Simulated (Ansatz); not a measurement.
# How H-capped Ge nanowire along [111] changes with size parameter of the section

How do forces, levels, charges and cost change as the structure grows and the share of atoms at its surface or edge shifts?

Computed with Ansatz 0.2.0: Kohn-Sham DFT, PBEsol, PAW (set soft_2). Every run is a single point, with the atoms held where the recipe put them (cutoff of the plane-wave runs 420 eV, fixed occupations).

First member: square section of size parameter 3.53 Å cut from diamond-structure Ge (a = 5.658 Å) along [111], 1 period, broken bonds capped with H, 9 Å of vacuum.

Last member: square section of size parameter 6.53 Å cut from diamond-structure Ge (a = 5.658 Å) along [111], 1 period, broken bonds capped with H, 9 Å of vacuum.

The members:

| size parameter of the section (Å) | reduced formula | atoms | valence electrons | k-mesh | basis |
| --- | --- | --- | --- | --- | --- |
| 3.53 | Ge11H13 | 48 | 334 | 1×1×1 | plane waves |
| 4.53 | Ge17H15 | 64 | 506 | 1×1×1 | plane waves |
| 5.53 | Ge23H19 | 84 | 682 | 1×1×1 | plane waves |
| 6.53 | Ge39H25 | 128 | 1142 | 1×1×1 | plane waves |

The input of the first member, without its atom lines; other members have their own cell and atoms, and may differ in mesh, basis and outputs:

```yaml
crystal:
  lattice:
    - [15.49929, 0.0, 0.0]
    - [0.0, 18.8146, 0.0]
    - [0.0, 0.0, 9.79994]
  atoms:
    [... 48 lines ...]
kpoints:
  mp_grid: { grid: [1, 1, 1] }
hamiltonian:
  xc: pbesol
scf:
  occupations: { method: fixed }
output:
  forces: true
  populations: true
  dos:
    method: { smearing: { sigma: 0.15 } }
    de: 0.1
    projected:
      site_lists:
        Ge: [Ge]
        H: [H]
        wire: [0, 1, 2, 3, 4, 5, 6, 7, 8, 9, 10, 11, 12, 13, 14, 15, 16, 17, 18, 19, 20, 21]
        hydrogen: [22, 23, 24, 25, 26, 27, 28, 29, 30, 31, 32, 33, 34, 35, 36, 37, 38, 39, 40, 41, 42, 43, 44, 45, 46, 47]
  eigenvalues: true
  write_density: true
  write_potential: true
  volumetric_format: npy
```

Results; charges are mean Löwdin charges in e:

| size parameter of the section (Å) | r.m.s. force (eV/Å) | gap (eV) | q(Ge) | q(H) |
| --- | --- | --- | --- | --- |
| 3.53 | 0.410 | 2.84 | +0.08 | -0.02 |
| 4.53 | 0.368 | 2.28 | +0.06 | -0.02 |
| 5.53 | 0.444 | 1.99 | +0.06 | -0.02 |
| 6.53 | 0.386 | 1.58 | +0.05 | -0.02 |

The gap is that between the highest filled and lowest empty Kohn-Sham level on the run's k-points; surface or edge levels can set it, and semilocal functionals tend to put gaps under measured ones. The projection misses up to 0.028 e an atom, so the charges add up to more than the cell's charge. Löwdin charges hang on the projection basis and can even invert the polarity of covalent bonds. Each mean runs over all atoms of an element, whatever their surroundings.

Bonds in each cell, which the recipe sets and DFT didn't move; cutoffs follow each cell's own g(r) within set bounds (mean length in Å, and neighbours of the second kind about the first):

| size parameter of the section (Å) | Ge-Ge length | Ge-Ge count | Ge-H length | Ge-H count |
| --- | --- | --- | --- | --- |
| 3.53 | 2.454 | 2.82 | 1.526 | 1.18 |
| 4.53 | 2.452 | 3.12 | 1.530 | 0.88 |
| 5.53 | 2.452 | 3.17 | 1.524 | 0.83 |
| 6.53 | 2.452 | 3.36 | 1.532 | 0.64 |

Cost on 8 threads of Arm Neoverse V2, shared host:

| size parameter of the section (Å) | atoms | basis | k-mesh | SCF cycles | time | host memory (GiB) | Δ force from the first basis (meV/Å) |
| --- | --- | --- | --- | --- | --- | --- | --- |
| 3.53 | 48 | plane waves | 1×1×1 | 9 | 9.5 s | 2.4 | - |
| 3.53 | 48 | support functions | 1×1×1 | 11 | 34 s | 3.7 | 1.9 |
| 4.53 | 64 | plane waves | 1×1×1 | 9 | 17 s | 3.5 | - |
| 4.53 | 64 | support functions | 1×1×1 | 11 | 51 s | 4.7 | 1.8 |
| 5.53 | 84 | plane waves | 1×1×1 | 10 | 30 s | 4.7 | - |
| 5.53 | 84 | support functions | 1×1×1 | 13 | 60 s | 5.3 | 1.9 |
| 6.53 | 128 | plane waves | 1×1×1 | 12 | 85 s | 7.9 | - |
| 6.53 | 128 | support functions | 1×1×1 | 14 | 1.7 min | 6.7 | 1.7 |

Times include the outputs that each run asked for, on hosts shared with other jobs.

The gap goes steadily from 2.84 eV at 3.53 to 1.58 eV at 6.53 Å; some meshes are coarse and needn't hold the band edges. Support functions take 3.6 times the wall time of plane waves at 48 atoms and 1.2 times at 128 (the times hold unlike extra outputs; shared hosts, so rough). The composition changes with the cut, as the formulas show, and that bears on charges and levels too.

Caveats: Beside vacuum, support functions can miss their usual error bounds without a warning.

[Logs are printed without paths, hosts, clocks, repeated set-up lines and the standing remarks that a program may print on its own settings, such as how far it seeks lower states.]

[Hosts, paths, dates, database ids (printed as entryN), source tags and the programs' standing remarks are cut or masked in the printed files.]
